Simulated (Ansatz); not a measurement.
## NaSnI3 (model cell, started as cubic perovskite with Sn in the octahedra): following an unstable mode

Aim: this structure of NaSnI3 (model cell, started as cubic perovskite with Sn in the octahedra) is to be tested for unstable modes, and one is followed downhill.

Main program and level: Ansatz 0.2.0; DFT LDA, scalar-relativistic, plane waves, PAW.

Report form: inputs, costs, results and the conclusion, without the logs.

The structure was built from a prototype and need not be the compound's stable phase.

In doubt: the program warns that the response may not be converged on this k-mesh (step 7), which bears on dielectric and field responses.

### 1. Set-up

Symmetry: Pm-3m, No. 221, cubic system. The conventional cell has a = 6.010 Å, b = 6.010 Å, c = 6.010 Å, α = 90.00°, β = 90.00°, γ = 90.00°. Nearest to Na lie 12 I at 4.25 Å. Sn has 6 I at 3.01 Å nearest. Nearest to I lie 2 Sn at 3.01 Å. Farther neighbours, and contacts between anions beyond the nearest, are not listed.

As a file:

```cif
data_structure
_symmetry_space_group_name_H-M 'P 1'
_symmetry_Int_Tables_number 1
_cell_length_a 6.0100
_cell_length_b 6.0100
_cell_length_c 6.0100
_cell_angle_alpha 90.000
_cell_angle_beta 90.000
_cell_angle_gamma 90.000
_cell_volume 217.08
loop_
_atom_site_label
_atom_site_type_symbol
_atom_site_fract_x
_atom_site_fract_y
_atom_site_fract_z
_atom_site_occupancy
Na1 Na 0.00000 0.00000 0.00000 1
Sn2 Sn 0.50000 0.50000 0.50000 1
I3 I 0.50000 0.50000 0.00000 1
I4 I 0.50000 0.00000 0.50000 1
I5 I 0.00000 0.50000 0.50000 1
```

### 2. Modes at Γ

The zone centre is the only wavevector solved here; it holds the modes that light can see. No field response is asked, since the mesh shows no gap.

input.yaml

```yaml
crystal:
  lattice:
    - [6.0100029661, 0.0, 0.0]
    - [0.0, 6.0100029661, 0.0]
    - [0.0, 0.0, 6.0100029661]
  atoms:
    - { symbol: Na, position: [0.0, 0.0, 0.0] }
    - { symbol: Sn, position: [0.5, 0.5, 0.5] }
    - { symbol: I, position: [0.5, 0.5, 0.0] }
    - { symbol: I, position: [0.5, 0.0, 0.5] }
    - { symbol: I, position: [0.0, 0.5, 0.5] }
kpoints:
  mp_grid: { grid: [6, 6, 6] }
hamiltonian:
  xc: lda
scf:
  occupations: { method: methfessel_paxton, width: 0.15 }
output:
  eigenvalues: true
phonons:
  method: dfpt
```

Run with:

```
> ansatz run input.yaml --threads 8 --pin off --max-ram 14336MiB --backend cpu --events-out ev --progress --plain --runs-dir out
```

Elapsed: 2 min, on 8 threads of Arm Neoverse V1, shared host; peak memory 2.4 GiB.

Numbers from this step:

* volume per atom: 43.42 Å³
* gap on the k-mesh: 0 eV
* sum-rule residual before enforcement: 2.93e-5 eV/Å²
* point group: m-3m
* highest optical mode at the zone centre (no LO-TO term): 92.57 cm⁻¹
* lowest optical zone-centre mode: -81.94 cm⁻¹

Patterns of degenerate modes are one choice out of their space. Modes at Γ, with each element's share of the kinetic energy (negative means imaginary):

```
mode  frequency (cm⁻¹)  symmetry  Na %  Sn %  I %
   1             -81.9       T1u    91     0    9
   2             -81.9       T1u    91     0    9
   3             -81.9       T1u    91     0    9
   4             -20.2       T2u     0     0  100
   5             -20.2       T2u     0     0  100
   6             -20.2       T2u     0     0  100
   7               0.0  acoustic     4    23   73
   8               0.0  acoustic     4    23   73
   9               0.0  acoustic     4    23   73
  10              31.2       T1u     5    38   57
  11              31.2       T1u     5    38   57
  12              31.2       T1u     5    38   57
  13              92.6       T1u     0    39   61
  14              92.6       T1u     0    39   61
  15              92.6       T1u     0    39   61
```

Displacements in mode 2 (-81.9 cm⁻¹), the largest set to 1:
```
Na1  0.00  0.16  1.00
Sn2  0.00  0.00  0.01
I3   0.00 -0.02  0.00
I4   0.00  0.00 -0.09
I5   0.00 -0.02 -0.09
```

Displacements in mode 11 (31.2 cm⁻¹), the largest set to 1:
```
Na1 -0.79 -0.17  0.12
Sn2  1.00  0.21 -0.15
I3  -0.71 -0.15 -0.09
I4  -0.71  0.13  0.10
I5   0.63 -0.15  0.10
```

Before it was imposed, the acoustic sum rule was missed by 2.9e-5 eV/Å². Small misses are needed for a sound result but don't prove that mesh and cutoff are converged. The lowest optical mode is imaginary, 81.9i cm⁻¹, so the energy falls along it.

### 3. The mode frozen in, largest atomic shift 0 Å

The mode followed lies at Γ with frequency 81.9i cm⁻¹ and is 3-fold degenerate, the softest among the wavevectors solved. At small amplitude the pattern taken leaves space group no. 160 by a symmetry search on the positions. The undistorted cell that holds it gives the zero of energy on the same k mesh.

Changes to input.yaml since step 2:

```diff
@@ -18,4 +18,4 @@
 output:
+  forces: true
+  stress: true
   eigenvalues: true
-phonons:
-  method: dfpt
```

The job ended after 2.4 s (8 threads; peak memory 0.79 GiB).

Read from the output:

```
pressure                         : 3.75e-4 GPa
energy from the undistorted cell : 0 meV/atom
```

The run ends at a pressure of 0.00 GPa.

### 4. The mode frozen in, largest atomic shift 0.6 Å

The atoms are moved along the unstable eigenvector, the largest shift by 0.6 Å, with the cell fixed.

input.yaml, the sections that differ from step 3:

```yaml
crystal:
  lattice:
    - [6.0100029661, 0.0, 0.0]
    - [0.0, 6.0100029661, 0.0]
    - [0.0, 0.0, 6.0100029661]
  atoms:
    - { symbol: Na, position: [-0.0576389335, 0.0576389335, 0.0576389335] }
    - { symbol: Sn, position: [0.4992602835, 0.5007397165, 0.5007397165] }
    - { symbol: I, position: [0.505424246, 0.494575754, -0.0002852177] }
    - { symbol: I, position: [0.505424246, -0.0002852177, 0.494575754] }
    - { symbol: I, position: [0.0002852177, 0.494575754, 0.494575754] }
# kpoints, hamiltonian, scf, output: as in step 3
```

The job ended after 5.7 s (8 threads; peak memory 0.76 GiB).

This step gave:

| Property | Result |
| --- | --- |
| pressure | 0.07387 GPa |
| gap on the k-mesh | 0.09089 eV |
| energy from the undistorted cell | -21.11 meV/atom |

The energy, extrapolated to zero smearing, is -21.11 meV/atom against the undistorted cell.

The run ends at a pressure of 0.07 GPa, with forces up to 0.30 eV/Å.

### 5. Energy along the mode, all amplitudes (two of the runs are shown above)

An imaginary frequency means negative curvature, so the energy should fall and then rise again as anharmonic terms take over.

This step gave:

```yaml
depth_at_the_lowest_point_sampled: 21.11 meV/atom
largest_atomic_shift_at_that_point: 0.6 Å
```

The energy from the parent by largest atomic shift:

```
largest atomic shift (Å)  energy from the parent (meV/atom)
                   0.000                                  0
                   0.040                               -0.1
                   0.080                             -0.399
                   0.140                              -1.22
                   0.220                              -3.00
                   0.320                              -6.28
                   0.450                              -12.2
                   0.600                              -21.1
```

Displacement at unit largest shift by atom:

```
atom   x (Å)   y (Å)   z (Å)   size
 Na1  -0.577   0.577   0.577  0.999
 Sn2  -0.007   0.007   0.007  0.012
  I3   0.054  -0.054  -0.003  0.076
  I4   0.054  -0.003  -0.054  0.076
  I5   0.003  -0.054  -0.054  0.076
```

The energy still falls at the last step, so the rise lies beyond the steps tried.

### 6. Relaxing from the distorted cell

Starting from the lowest point found, all atoms and the cell are let go, so that strain and other modes of the same symmetry can join in.

Changes to input.yaml since step 4:

```diff
@@ -21 +21,6 @@
   eigenvalues: true
+relax:
+  adjacent_minimum: "off"
+  f_tol: 0.002
+  max_steps: 120
+  cell: { stress_tol: 0.03 }
```

Elapsed: 71 s, on 8 threads; peak memory 0.86 GiB; 7.9 min of CPU time.

Relaxation path:

```
step  energy less that of the first step (eV)  largest force component (eV/Å)  pressure (GPa)  volume (Å³)
   1                                   0.0000                          0.1718            0.07       217.08
   2                                  -0.0387                          0.1933           -0.08       219.20
   3                                  -0.0817                          0.2076           -0.17       220.68
   4                                  -0.1245                          0.2120           -0.20       221.66
   5                                  -0.1642                          0.2070           -0.21       222.63
   6                                  -0.2506                          0.1116            0.34       220.03
   7                                  -0.2845                          0.0214           -0.02       228.74
   8                                  -0.2876                          0.0166            0.00       228.36
   9                                  -0.2887                          0.0186           -0.01       228.53
  10                                  -0.2889                          0.0019            0.00       228.44
 11*                                  -0.2903                          0.0020            0.00       228.44
```

Relaxation steps marked * repeat the geometry before them on a plane-wave basis chosen anew for their cell, so energy and pressure can jump there.

Forces are held to the 6 operations that the program found; a distortion that breaks them can't arise in this run.

```
conventional cell, symmetrised  before   after  change
                         a (Å)   8.499   8.472  -0.3 %
                         b (Å)   8.499   8.472  -0.3 %
                         c (Å)  10.410  11.026  +5.9 %
              volume (Å³/atom)   43.42   45.69  +5.2 %
```

The atoms that moved most (Å, as changes of fractional coordinates times the final cell):

```
atom      dx      dy      dz  length
 Na1  -0.492   0.492   0.492   0.851
  I4   0.145  -0.128  -0.145   0.243
  I3   0.145  -0.145  -0.128   0.243
  I5   0.128  -0.145  -0.145   0.243
 Sn2   0.072  -0.072  -0.072   0.125
```

The relaxed structure:

```cif
data_structure
_symmetry_space_group_name_H-M 'P 1'
_symmetry_Int_Tables_number 1
_cell_length_a 6.1182
_cell_length_b 6.1182
_cell_length_c 6.1182
_cell_angle_alpha 87.631
_cell_angle_beta 92.369
_cell_angle_gamma 92.369
_cell_volume 228.44
loop_
_atom_site_label
_atom_site_type_symbol
_atom_site_fract_x
_atom_site_fract_y
_atom_site_fract_z
_atom_site_occupancy
Na1 Na 0.86514 0.13486 0.13486 1
Sn2 Sn 0.51060 0.48940 0.48940 1
I3 I 0.52833 0.47167 0.97965 1
I4 I 0.52833 0.97965 0.47167 1
I5 I 0.02035 0.47167 0.47167 1
```

Numbers from this step:

```
pressure          : -0.004737 GPa
volume per atom   : 45.69 Å³
gap on the k-mesh : 0.3848 eV
```

The distorted start has space group R3m; the relaxation ends in R3m.

### 7. Modes of the new phase, occupations fixed

A relaxed structure may still be a saddle point, so its zone-centre modes are computed. The response to a homogeneous field gives the Born charges and the dielectric tensor.

input.yaml

```yaml
crystal:
  lattice:
    - [6.1156067597, -0.1252328607, -0.1252328607]
    - [-0.1252328607, 6.1156067597, 0.1252328607]
    - [-0.1252328607, 0.1252328607, 6.1156067597]
  atoms:
    - { symbol: Na, position: [-0.1348573417, 0.1348573417, 0.1348573417] }
    - { symbol: Sn, position: [0.5105960261, 0.4894039739, 0.4894039739] }
    - { symbol: I, position: [0.5283347608, 0.4716652392, -0.0203468536] }
    - { symbol: I, position: [0.5283347608, -0.0203468536, 0.4716652392] }
    - { symbol: I, position: [0.0203468536, 0.4716652392, 0.4716652392] }
kpoints:
  mp_grid: { grid: [6, 6, 6] }
hamiltonian:
  xc: lda
scf:
  occupations: { method: fixed }
output:
  eigenvalues: true
phonons:
  method: dfpt
  dielectric: true
  rigid_motions: translations
```

Elapsed: 4 min, on 8 threads; peak memory 4.6 GiB.

Read from the output:

```yaml
gap_on_the_k_mesh: 0.3845 eV
sum_rule_residual_before_enforcement: 1.47e-4 eV/Å²
miss_of_the_charge_sum_rule: 6.57e-4 e
estimated_error_of_the_dielectric_tensor: 0.04209
estimated_error_of_the_born_charges: 0.04191 e
point_group: 3m
highest_optical_mode_at_the_zone_centre_no_lo_to_term: 134.2 cm⁻¹
lowest_optical_zone_centre_mode: -9.14 cm⁻¹
mean_high_frequency_dielectric_constant: 9.844
largest_born_charge_third_of_the_trace: 5.659 e
top_of_the_zone_centre_spectrum_with_the_field: 141.4 cm⁻¹
```

Patterns of degenerate modes are one choice out of their space. The modes at Γ (shares of kinetic energy by element, %) (negative means imaginary):

```
mode  frequency (cm⁻¹)  symmetry  Na %  Sn %  I %
   1              -9.1        A2     0     0  100
   2               0.0  acoustic     4    23   73
   3               0.0  acoustic     4    23   73
   4               0.0  acoustic     4    23   73
   5              10.0         E    15     2   84
   6              10.0         E    15     2   84
   7              32.1         E     1    34   65
   8              32.1         E     1    34   65
   9              47.3        A1     7    42   51
  10              74.7         E     1    42   57
  11              74.7         E     1    42   57
  12              81.4        A1     4    35   61
  13             104.9         E    78     0   22
  14             104.9         E    78     0   22
  15             134.2        A1    85     0   15
```

Displacements in mode 7 (32.1 cm⁻¹), the largest set to 1:
```
Na1 -0.46 -0.18 -0.29
Sn2  1.00  0.38  0.62
I3  -0.81 -0.10  0.43
I4  -0.75  0.27 -0.31
I5   0.70 -0.50 -0.65
```

Displacements in mode 15 (134.2 cm⁻¹), the largest set to 1:
```
Na1  1.00 -1.00 -1.00
Sn2 -0.03  0.03  0.03
I3  -0.11  0.11 -0.08
I4  -0.11 -0.08  0.11
I5   0.08  0.11  0.11
```

Optical modes at the zone centre, without and with the macroscopic field of the longitudinal modes; each column is sorted by frequency, so a row need not hold one and the same mode. Modes with and without the field, by row:

```
rank among optical modes  no field (cm⁻¹)  q along (1, 0, 0) (cm⁻¹)
                       1             -9.1                      -9.1
                       2               10                        10
                       3               10                        15
                       4             32.1                      32.1
                       5             32.1                      32.7
                       6             47.3                      47.8
                       7             74.7                      74.7
                       8             74.7                      78.7
                       9             81.4                     100.7
                      10            104.9                     104.9
                      11            104.9                     132.7
                      12            134.2                     141.4
```

Born charge (rows field, columns displacement) (e), principal values of the symmetric part by kind of site:

```
atom  atoms with these values    low  middle   high   mean
 Na1                        1   1.01    1.24   1.24   1.17
 Sn2                        1   5.53    5.53   5.92   5.66
  I3                        3  -5.71   -0.62  -0.50  -2.28
```

In full for Na1:

```
 1.17  0.08  0.08
 0.08  1.17 -0.08
 0.08 -0.08  1.17
```

High-frequency dielectric tensor:

```
 9.84 -0.22 -0.22
-0.22  9.84  0.22
-0.22  0.22  9.84
```

Transverse modes; imaginary modes are left out. Infrared lines, with heights relative to the strongest:

```
position (cm⁻¹)  label  relative intensity
             10      E                 6.2
             32      E                 2.0
             47     A1                 3.0
             75      E                 100
             81     A1                  63
            105      E                  22
            134     A1                 1.2
```

Before it was imposed, the acoustic sum rule was missed by 1.5e-4 eV/Å² and the charge sum rule by 6.6e-4 e. Small misses are needed for a sound result but don't prove that mesh and cutoff are converged. The lowest optical mode is slightly imaginary, 9.1i cm⁻¹, too near zero to call.

The log warns of the k mesh: “the force constants stand on the 6×6×6 k-mesh, whose period is 7.06 times the interband length at k = (-0.5000, -0.5000, -0.5000), direct gap 0.385 eV, under 14: take them and everything formed from them as unconverged”.

### 8. Results

```yaml
unstable_mode_of_the_parent: q = (0, 0, 0), 82i cm⁻¹
depth_at_the_lowest_point_sampled: 21.1 meV/atom
largest_atomic_shift_at_that_point: 0.6 Å
space_group_reached: R3m
energy_gained_over_the_parent_first_relaxation_on_the_mesh_of_the_frozen_mode: 79.2 meV/atom
volume_per_atom_phase_reached: 45.7 Å³
gap_on_the_k_mesh_phase_reached: 0.385 eV
lowest_optical_zone_centre_mode_phase_reached: -9.1 cm⁻¹
highest_optical_mode_at_the_zone_centre_no_lo_to_term_phase_reached: 134 cm⁻¹
```

In words: Along this mode the structure falls into R3m, 79.2 meV/atom below the parent. At the parent's cell the well is 21.11 meV/atom deep on the steps tried, with its lowest point at a shift of 0.6 Å. That is the last step tried, so the steps alone don't bracket the bottom of the well. Relaxing atoms and cell changes the gain by +58.07 meV/atom against the lowest step (energies at zero smearing). Most of the total comes from this relaxation. The lowest mode at the zone centre of the new cell, 9.1i cm⁻¹, is too near zero to call. Of the 6 patterns followed from this parent, this one ends 10.8 meV/atom above the lowest, P4mm. Differences under 1.0 meV/atom are within the error of comparing unlike cells and meshes, so the order among close phases is not settled. Each path keeps the symmetry of its pattern, so a lower phase may lie along a pattern not tried. With the field response the log warns that the k mesh is coarse for the force constants too, so the frequencies are to be taken as unconverged. With no gap, or one that is small against the smearing, the frequencies hang on the k mesh and the smearing, most of all near Kohn anomalies. A semilocal functional can close a gap that the real compound would have, so the metallic treatment may be an artefact of the level. An optical mode within 15 cm⁻¹ of zero is at the mercy of small errors in the force constants, and even its sign is uncertain. Spin-orbit coupling is left out, which can matter for the heavy elements here. The starting cell was built on a prototype and not taken from a measurement, so the phase need not exist.

[Long decimals in the printed logs are rounded to 6 places.]

[Logs are printed without paths, hosts, clocks, repeated set-up lines and the standing remarks that a program may print on its own settings, such as how far it seeks lower states.]

[Hosts, paths, dates, database ids (printed as entryN), source tags and the programs' standing remarks are cut or masked in the printed files.]

[Where the starting crystal was built by hand or by swapping elements, it need not be the compound's stable phase.]
